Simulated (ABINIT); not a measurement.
**Beyond one shot: K2NaYF6 (Fm-3m)**

How far does self-consistency move the gap of K2NaYF6 (Fm-3m)?

Program: ABINIT 10.8.3. Level of theory: PBEsol and many-body steps on it, plane waves. Results are calculated unless marked as measured.

Most raw output is cut from this account.

### Step 1. Starting point

The structure is cubic, space group Fm-3m (No. 225). Conventional cell: a = 8.917 Å, b = 8.917 Å, c = 8.917 Å, α = 90.00°, β = 90.00°, γ = 90.00°. Nearest to K lie 12 F at 3.15 Å. Nearest to Na lie 6 F at 2.28 Å. Y has 6 F at 2.18 Å nearest. Nearest to F lie 1 Y at 2.18 Å and 1 Na at 2.28 Å and 4 K at 3.15 Å. Farther neighbours and most contacts between anions are not listed.

The cell and positions are those that the Materials Project relaxed with its own functionals (PBE, PBE+U or r2SCAN), kept fixed.

### Step 2. Empty states on the mesh, 2×2×2 mesh, 279 bands

This step: ABINIT 10.8.3; DFT, PBEsol, plane waves, norm-conserving pseudopotentials.

The sums over transitions need many empty states on a uniform mesh; this step solves for them.

run.abi

```
acell 3*1.0 Angstrom
rprim 
  -0.000000000000 4.458286000000 4.458286000000
  4.458286000000 0.000000000000 4.458286000000
  4.458286000000 4.458286000000 0.000000000000
ntypat 4
znucl 19 11 39 9
natom 10
typat 1 1 2 3 4 4 4 4 4 4
xred 
  0.750000000000 0.750000000000 0.750000000000
  0.250000000000 0.250000000000 0.250000000000
  0.500000000000 0.500000000000 0.500000000000
  0.000000000000 -0.000000000000 0.000000000000
  0.755598000000 0.244402000000 0.244402000000
  0.244402000000 0.244402000000 0.755598000000
  0.244402000000 0.755598000000 0.755598000000
  0.244402000000 0.755598000000 0.244402000000
  0.755598000000 0.244402000000 0.755598000000
  0.755598000000 0.755598000000 0.244402000000
pp_dirpath "pseudos"
pseudos "K.upf, Na.upf, Y.upf, F.upf"
ecut 38
ngkpt 2 2 2
nshiftk 1
shiftk 0 0 0
kptopt 1
chksymbreak 0
iscf -2
irdden 1
istwfk *1
nband 279
nbdbuf 24
tolwfr 1e-09
nstep 60
prtvol 0
indata_prefix "in"
outdata_prefix "out"
tmpdata_prefix "tmp"
```

Run with:

```bash
> OMP_NUM_THREADS=1 mpirun -n 3 abinit run.abi > log
```

It took 3.4 min on 3 MPI ranks of Arm Neoverse V2, shared host; peak memory 0.53 GiB.

Numbers from this step:

- gap: 6.161 eV
- k of the valence top: 0, 0, 0
- k of the conduction bottom: 0, 0, 0
- least direct gap: 6.161 eV
- k points computed: 3
- lowest point of the top converged band, above the valence top: 64.4227 eV

On this mesh the gap is 6.161 eV.

The density comes from a self-consistent run that is not shown.

### Step 3. Screening, 2×2×2 mesh, 255 bands, screening to 130.6 eV

The RPA dielectric matrix is built and inverted for each q.

This step: RPA screening on PBEsol, plane waves, norm-conserving pseudopotentials.

run.abi, as its differences from that of step 2:

```diff
@@ -28,10 +28,11 @@
 chksymbreak 0
-iscf -2
-irdden 1
 istwfk *1
-nband 279
-nbdbuf 24
-tolwfr 1e-09
-nstep 60
-prtvol 0
+occopt 1
+irdwfk 1
+optdriver 3
+nband 255
+ecuteps 4.8
+inclvkb 2
+awtr 1
+symchi 1
 indata_prefix "in"
```

Run with:

```bash
> OMP_NUM_THREADS=1 mpirun -n 4 abinit run.abi > log
```

It took 2.2 min on 4 MPI ranks; peak memory 2.9 GiB.

This step gave:

| Property | Result |
| --- | --- |
| ε∞ with local fields, on this mesh, along the program's q direction | 1.934 |
| the same without local fields | 2.130 |
| plasma frequency | 24.95 eV |
| plane waves in the screening matrix | 609 |

Local fields lower ε∞ by 9 %. On a Γ-centred mesh this coarse the value itself is usually too large, while a short band sum pulls it down.

### Step 4. G0W0

The self-energy is evaluated for the states that the input lists, and the levels follow from it, in one-shot runs by the linearised quasiparticle equation.

This step: G0W0 on PBEsol, plane waves, norm-conserving pseudopotentials.

run.abi, as its differences from that of step 3:

```diff
@@ -31,8 +31,15 @@
 irdwfk 1
-optdriver 3
+optdriver 4
 nband 255
+gwcalctyp 0
+ecutsigx 38
+symsigma 1
+nkptgw 1
+kptgw 
+  0.0000000000 0.0000000000 0.0000000000
+bdgw 
+  38 44
 ecuteps 4.8
-inclvkb 2
-awtr 1
-symchi 1
+irdscr 1
+ppmodel 1
 indata_prefix "in"
```

Run time: 25 s. Hardware: 4 MPI ranks; peak memory 2.2 GiB; 1.7 min of CPU time.

This step gave:

| Quantity | Value |
| --- | --- |
| G0W0 gap on the points computed | 9.54 eV |
| starting gap on the mesh | 6.161 eV |
| k of the valence top | 0, 0, 0 |
| k of the conduction bottom | 0, 0, 0 |
| Z at the valence top | 0.808 |
| Z at the conduction bottom | 0.902 |
| least direct G0W0 gap on the computed points | 9.54 eV |

The gap on the mesh goes from 6.16 eV to 9.54 eV, a correction of +3.38 eV.

### Step 5. evGW0, cycle 1

This step: evGW0 on PBEsol, plane waves, norm-conserving pseudopotentials.

run.abi, as its differences from that of step 4:

```diff
@@ -33,10 +33,14 @@
 nband 255
-gwcalctyp 0
+gwcalctyp 10
 ecutsigx 38
 symsigma 1
-nkptgw 1
+nkptgw 3
 kptgw 
   0.0000000000 0.0000000000 0.0000000000
+  0.5000000000 0.0000000000 0.0000000000
+  0.5000000000 0.5000000000 0.0000000000
 bdgw 
-  38 44
+  23 53
+  23 53
+  23 53
 ecuteps 4.8
```

Elapsed: 5.6 min, on 4 MPI ranks; peak memory 4.6 GiB; 23 min of CPU time.

This step gave:

```yaml
quasiparticle_gap_on_the_points_computed: 10.15 eV
gap_of_the_density_functional_on_the_mesh: 6.161 eV
k_of_the_valence_top: 0, 0, 0
k_of_the_conduction_bottom: 0, 0, 0
z_at_the_valence_top: 0.808
z_at_the_conduction_bottom: 0.902
least_direct_quasiparticle_gap_on_the_computed_points: 10.15 eV
```

Against G0W0 in ABINIT (2×2×2 mesh, 255 bands, screening to 130.6 eV, Godby-Needs plasmon pole), the gap moves by +0.615 eV. This first cycle still uses the starting levels; it takes the full correction, at all points of the mesh, and its linearised value is 9.540 eV.

### Step 6. evGW0, cycle 2

The corrected levels of the last cycle go back in.

run.abi, as its differences from that of step 5:

```diff
@@ -48,2 +48,3 @@
 ppmodel 1
+irdqps 1
 indata_prefix "in"
```

The job ended after 5.6 min (4 MPI ranks; peak memory 4.6 GiB; 23 min of CPU time).

Numbers from this step:

| Property | Result |
| --- | --- |
| quasiparticle gap on the points computed | 10.06 eV |
| gap of the density functional on the mesh | 6.161 eV |
| k of the valence top | 0, 0, 0 |
| k of the conduction bottom | 0, 0, 0 |
| least direct quasiparticle gap on the computed points | 10.06 eV |

Against the cycle before, the gap moves by −0.099 eV.

### Step 7. evGW0, cycle 3

run.abi is that of step 6.

The job ended after 5.6 min (4 MPI ranks; peak memory 4.6 GiB).

This step gave:

| Property | Result |
| --- | --- |
| quasiparticle gap on the points computed | 10.05 eV |
| gap of the density functional on the mesh | 6.161 eV |
| k of the valence top | 0, 0, 0 |
| k of the conduction bottom | 0, 0, 0 |
| least direct quasiparticle gap on the computed points | 10.05 eV |

Against the cycle before, the gap moves by −0.003 eV.

### Step 8. Screening, 2×2×2 mesh, 255 bands, screening to 130.6 eV

This step: RPA screening on PBEsol, plane waves, norm-conserving pseudopotentials.

run.abi, as its differences from that of step 7:

```diff
@@ -31,20 +31,13 @@
 irdwfk 1
-optdriver 4
+optdriver 3
 nband 255
+ecuteps 4.8
+inclvkb 2
+awtr 1
+symchi 1
 gwcalctyp 10
-ecutsigx 38
-symsigma 1
-nkptgw 3
-kptgw 
-  0.0000000000 0.0000000000 0.0000000000
-  0.5000000000 0.0000000000 0.0000000000
-  0.5000000000 0.5000000000 0.0000000000
-bdgw 
-  23 53
-  23 53
-  23 53
-ecuteps 4.8
-irdscr 1
-ppmodel 1
-irdqps 1
+mbpt_sciss 4.123 eV
+nqptdm 1
+qptdm 
+  0 0 0
 indata_prefix "in"
```

Elapsed: 93 s, on 4 MPI ranks; peak memory 2.9 GiB.

Numbers from this step:

```
ε∞ with local fields, on this mesh, along the program's q direction : 1.735
the same without local fields                                       : 1.872
plasma frequency                                                    : 24.95 eV
plane waves in the screening matrix                                 : 609
```

This screening uses the functional's bands under a rigid shift, the mean opening of the cycle before.

### Step 9. Screening, 2×2×2 mesh, 255 bands, screening to 130.6 eV

This step: RPA screening on PBEsol from quasiparticle energies, plane waves, norm-conserving pseudopotentials.

run.abi, as its differences from that of step 8:

```diff
@@ -37,7 +37,8 @@
 symchi 1
+irdqps 1
 gwcalctyp 10
-mbpt_sciss 4.123 eV
-nqptdm 1
+nqptdm 2
 qptdm 
-  0 0 0
+  0.5000000000 0.0000000000 0.0000000000
+  0.5000000000 0.5000000000 0.0000000000
 indata_prefix "in"
```

mrgscr.stdin

```
2
merged
q0_SCR
out_SCR
1
```

Run with:

```bash
> OMP_NUM_THREADS=1 mpirun -n 4 abinit run.abi > log; mrgscr < mrgscr.stdin
```

The job ended after 33 s (4 MPI ranks; peak memory 2.3 GiB; 2.2 min of CPU time).

Numbers from this step:

```yaml
plasma_frequency: 24.95 eV
plane_waves_in_the_screening_matrix: 609
```

This screening reads the quasiparticle levels of the cycle before.

### Step 10. evGW, cycle 1

This step: evGW on PBEsol, plane waves, norm-conserving pseudopotentials.

run.abi, as its differences from that of step 9:

```diff
@@ -31,14 +31,20 @@
 irdwfk 1
-optdriver 3
+optdriver 4
 nband 255
-ecuteps 4.8
-inclvkb 2
-awtr 1
-symchi 1
-irdqps 1
 gwcalctyp 10
-nqptdm 2
-qptdm 
+ecutsigx 38
+symsigma 1
+nkptgw 3
+kptgw 
+  0.0000000000 0.0000000000 0.0000000000
   0.5000000000 0.0000000000 0.0000000000
   0.5000000000 0.5000000000 0.0000000000
+bdgw 
+  23 53
+  23 53
+  23 53
+ecuteps 4.8
+irdscr 1
+ppmodel 1
+irdqps 1
 indata_prefix "in"
```

Run with:

```bash
> OMP_NUM_THREADS=1 mpirun -n 4 abinit run.abi > log
```

Elapsed: 5.6 min, on 4 MPI ranks; peak memory 4.6 GiB; 22 min of CPU time.

Numbers from this step:

* quasiparticle gap on the points computed: 10.80 eV
* gap of the density functional on the mesh: 6.161 eV
* k of the valence top: 0, 0, 0
* k of the conduction bottom: 0, 0, 0
* least direct quasiparticle gap on the computed points: 10.80 eV

Against G0W0 in ABINIT (2×2×2 mesh, 255 bands, screening to 130.6 eV, Godby-Needs plasmon pole), the gap moves by +1.259 eV.

### Step 11. Screening, 2×2×2 mesh, 255 bands, screening to 130.6 eV

This step: RPA screening on PBEsol, plane waves, norm-conserving pseudopotentials.

run.abi, as its differences from that of step 10:

```diff
@@ -31,20 +31,13 @@
 irdwfk 1
-optdriver 4
+optdriver 3
 nband 255
+ecuteps 4.8
+inclvkb 2
+awtr 1
+symchi 1
 gwcalctyp 10
-ecutsigx 38
-symsigma 1
-nkptgw 3
-kptgw 
-  0.0000000000 0.0000000000 0.0000000000
-  0.5000000000 0.0000000000 0.0000000000
-  0.5000000000 0.5000000000 0.0000000000
-bdgw 
-  23 53
-  23 53
-  23 53
-ecuteps 4.8
-irdscr 1
-ppmodel 1
-irdqps 1
+mbpt_sciss 4.876 eV
+nqptdm 1
+qptdm 
+  0 0 0
 indata_prefix "in"
```

The job ended after 94 s (4 MPI ranks; peak memory 2.9 GiB).

Numbers from this step:

| Property | Result |
| --- | --- |
| ε∞ with local fields, on this mesh, along the program's q direction | 1.708 |
| the same without local fields | 1.839 |
| plasma frequency | 24.95 eV |
| plane waves in the screening matrix | 609 |

This screening uses the functional's bands under a rigid shift, the mean opening of the cycle before.

### Step 12. Screening, 2×2×2 mesh, 255 bands, screening to 130.6 eV

This step: RPA screening on PBEsol from quasiparticle energies, plane waves, norm-conserving pseudopotentials.

run.abi, as its differences from that of step 11:

```diff
@@ -37,7 +37,8 @@
 symchi 1
+irdqps 1
 gwcalctyp 10
-mbpt_sciss 4.876 eV
-nqptdm 1
+nqptdm 2
 qptdm 
-  0 0 0
+  0.5000000000 0.0000000000 0.0000000000
+  0.5000000000 0.5000000000 0.0000000000
 indata_prefix "in"
```

mrgscr.stdin is that of step 9.

Run with:

```bash
> OMP_NUM_THREADS=1 mpirun -n 4 abinit run.abi > log; mrgscr < mrgscr.stdin
```

The job ended after 32 s (4 MPI ranks; peak memory 2.3 GiB).

Numbers from this step:

| Quantity | Value |
| --- | --- |
| plasma frequency | 24.95 eV |
| plane waves in the screening matrix | 609 |

This screening reads the quasiparticle levels of the cycle before.

### Step 13. evGW, cycle 2

This step: evGW on PBEsol, plane waves, norm-conserving pseudopotentials.

run.abi, as its differences from that of step 12:

```diff
@@ -31,14 +31,20 @@
 irdwfk 1
-optdriver 3
+optdriver 4
 nband 255
-ecuteps 4.8
-inclvkb 2
-awtr 1
-symchi 1
-irdqps 1
 gwcalctyp 10
-nqptdm 2
-qptdm 
+ecutsigx 38
+symsigma 1
+nkptgw 3
+kptgw 
+  0.0000000000 0.0000000000 0.0000000000
   0.5000000000 0.0000000000 0.0000000000
   0.5000000000 0.5000000000 0.0000000000
+bdgw 
+  23 53
+  23 53
+  23 53
+ecuteps 4.8
+irdscr 1
+ppmodel 1
+irdqps 1
 indata_prefix "in"
```

Run with:

```bash
> OMP_NUM_THREADS=1 mpirun -n 4 abinit run.abi > log
```

The job ended after 5.6 min (4 MPI ranks; peak memory 4.6 GiB; 22 min of CPU time).

This step gave:

```yaml
quasiparticle_gap_on_the_points_computed: 10.88 eV
gap_of_the_density_functional_on_the_mesh: 6.161 eV
k_of_the_valence_top: 0, 0, 0
k_of_the_conduction_bottom: 0, 0, 0
least_direct_quasiparticle_gap_on_the_computed_points: 10.88 eV
```

Against the cycle before, the gap moves by +0.085 eV.

### Step 14. Screening, 2×2×2 mesh, 255 bands, screening to 130.6 eV

This step: RPA screening on PBEsol, plane waves, norm-conserving pseudopotentials.

run.abi, as its differences from that of step 13:

```diff
@@ -31,20 +31,13 @@
 irdwfk 1
-optdriver 4
+optdriver 3
 nband 255
+ecuteps 4.8
+inclvkb 2
+awtr 1
+symchi 1
 gwcalctyp 10
-ecutsigx 38
-symsigma 1
-nkptgw 3
-kptgw 
-  0.0000000000 0.0000000000 0.0000000000
-  0.5000000000 0.0000000000 0.0000000000
-  0.5000000000 0.5000000000 0.0000000000
-bdgw 
-  23 53
-  23 53
-  23 53
-ecuteps 4.8
-irdscr 1
-ppmodel 1
-irdqps 1
+mbpt_sciss 4.957 eV
+nqptdm 1
+qptdm 
+  0 0 0
 indata_prefix "in"
```

Elapsed: 94 s, on 4 MPI ranks; peak memory 2.9 GiB.

This step gave:

```
ε∞ with local fields, on this mesh, along the program's q direction : 1.706
the same without local fields                                       : 1.835
plasma frequency                                                    : 24.95 eV
plane waves in the screening matrix                                 : 609
```

This screening uses the functional's bands under a rigid shift, the mean opening of the cycle before.

### Step 15. Screening, 2×2×2 mesh, 255 bands, screening to 130.6 eV

This step: RPA screening on PBEsol from quasiparticle energies, plane waves, norm-conserving pseudopotentials.

run.abi, as its differences from that of step 14:

```diff
@@ -37,7 +37,8 @@
 symchi 1
+irdqps 1
 gwcalctyp 10
-mbpt_sciss 4.957 eV
-nqptdm 1
+nqptdm 2
 qptdm 
-  0 0 0
+  0.5000000000 0.0000000000 0.0000000000
+  0.5000000000 0.5000000000 0.0000000000
 indata_prefix "in"
```

mrgscr.stdin is that of step 12.

Run with:

```bash
> OMP_NUM_THREADS=1 mpirun -n 4 abinit run.abi > log; mrgscr < mrgscr.stdin
```

Run time: 33 s. Hardware: 4 MPI ranks; peak memory 2.3 GiB; 2.2 min of CPU time.

Numbers from this step:

```yaml
plasma_frequency: 24.95 eV
plane_waves_in_the_screening_matrix: 609
```

This screening reads the quasiparticle levels of the cycle before.

### Step 16. evGW, cycle 3

This step: evGW on PBEsol, plane waves, norm-conserving pseudopotentials.

run.abi, as its differences from that of step 15:

```diff
@@ -31,14 +31,20 @@
 irdwfk 1
-optdriver 3
+optdriver 4
 nband 255
-ecuteps 4.8
-inclvkb 2
-awtr 1
-symchi 1
-irdqps 1
 gwcalctyp 10
-nqptdm 2
-qptdm 
+ecutsigx 38
+symsigma 1
+nkptgw 3
+kptgw 
+  0.0000000000 0.0000000000 0.0000000000
   0.5000000000 0.0000000000 0.0000000000
   0.5000000000 0.5000000000 0.0000000000
+bdgw 
+  23 53
+  23 53
+  23 53
+ecuteps 4.8
+irdscr 1
+ppmodel 1
+irdqps 1
 indata_prefix "in"
```

Run with:

```bash
> OMP_NUM_THREADS=1 mpirun -n 4 abinit run.abi > log
```

Wall time 5.6 min (4 MPI ranks); peak memory 4.6 GiB; 23 min of CPU time.

Numbers from this step:

```
quasiparticle gap on the points computed              : 10.89 eV
gap of the density functional on the mesh             : 6.161 eV
k of the valence top                                  : 0, 0, 0
k of the conduction bottom                            : 0, 0, 0
least direct quasiparticle gap on the computed points : 10.89 eV
```

Against the cycle before, the gap moves by +0.009 eV.

### Step 17. The runs together

Times are wall times on 4 MPI ranks of Arm Neoverse V2, shared host, good to a factor of about two. A run's time includes the screening step that it read.

```
           run   mesh  bands  screening cutoff (eV)  DFT gap (eV)  gap on the mesh (eV)  direct (eV)  ε∞ used     time
          G0W0  2×2×2    255                  130.6         6.161                 9.540        9.540     1.93  2.6 min
evGW0, cycle 1  2×2×2    255                  130.6         6.161                10.155       10.155     1.93  7.8 min
evGW0, cycle 2  2×2×2    255                  130.6         6.161                10.056       10.056     1.93  7.8 min
evGW0, cycle 3  2×2×2    255                  130.6         6.161                10.053       10.053     1.93  7.8 min
 evGW, cycle 1  2×2×2    255                  130.6         6.161                10.799       10.799     1.73  7.7 min
 evGW, cycle 2  2×2×2    255                  130.6         6.161                10.884       10.884     1.71  7.7 min
 evGW, cycle 3  2×2×2    255                  130.6         6.161                10.893       10.893     1.71  7.8 min
```

### Step 18. Outcome

```yaml
g0w0: 9.540 eV
evgw0_cycle_1: 10.155 eV
evgw0_cycle_2: 10.056 eV
evgw0_cycle_3: 10.053 eV
evgw_cycle_1: 10.799 eV
evgw_cycle_2: 10.884 eV
evgw_cycle_3: 10.893 eV
known_limits: not at the basis limit; no spin-orbit coupling; coarse k mesh
```

In words: Only the bands that the input lists are updated; the others, empty or deep, keep the functional's energies or take a rigid shift. The evGW loop starts from the last levels of evGW0, so its cycles and time come on top of those. evGW0 ends at 10.05 eV, +0.51 eV from G0W0, after 3 cycles that took 17 min beside the first screening; the last moved the gap by 0.003 eV. evGW ends at 10.89 eV, +1.35 eV from G0W0, after 3 cycles that took 23 min beside the first screening; the last moved the gap by 0.009 eV. The first cycle of evGW0 takes the full correction, without the factor Z, so it overshoots the one-shot value. Bands and cutoff are finite, so the gap is not at the basis limit. The miss can reach some tenths of an eV and take either sign; the mesh is an error of its own. In the G0W0 runs levels were corrected at 1 k point alone, so a gap called «on the mesh» is the least over those, and an edge elsewhere would be missed. The 2×2×2 mesh is coarse for this cell, which bears on the long-range parts of exchange and screening. In the updated screening the q = 0 part is built from Kohn-Sham bands under a rigid shift, the other q from the quasiparticle levels. The many-body steps are scalar-relativistic: spin-orbit coupling is not in them.

[Paths, hosts, dates, memory and timing lines, banners, echoed tables and standing remarks are left out of the program output.]

[Logs are printed without paths, hosts, clocks, repeated set-up lines and the standing remarks that a program may print on its own settings, such as how far it seeks lower states.]

[Runs of the session that timed out or met a known fault of the program may be left out.]

[Hosts, paths, dates, database ids (printed as entryN), source tags and the programs' standing remarks are cut or masked in the printed files.]

[G0W0 gaps are taken among the corrected bands and points alone; a level outside them can change the order at an edge.]

[Where Ansatz stands beside ABINIT at settings called matched, ABINIT's density can come from a denser mesh and the files from another edition; pairs whose starting gaps differed by over 0.03 eV were left out, so agreement reads better than it is.]
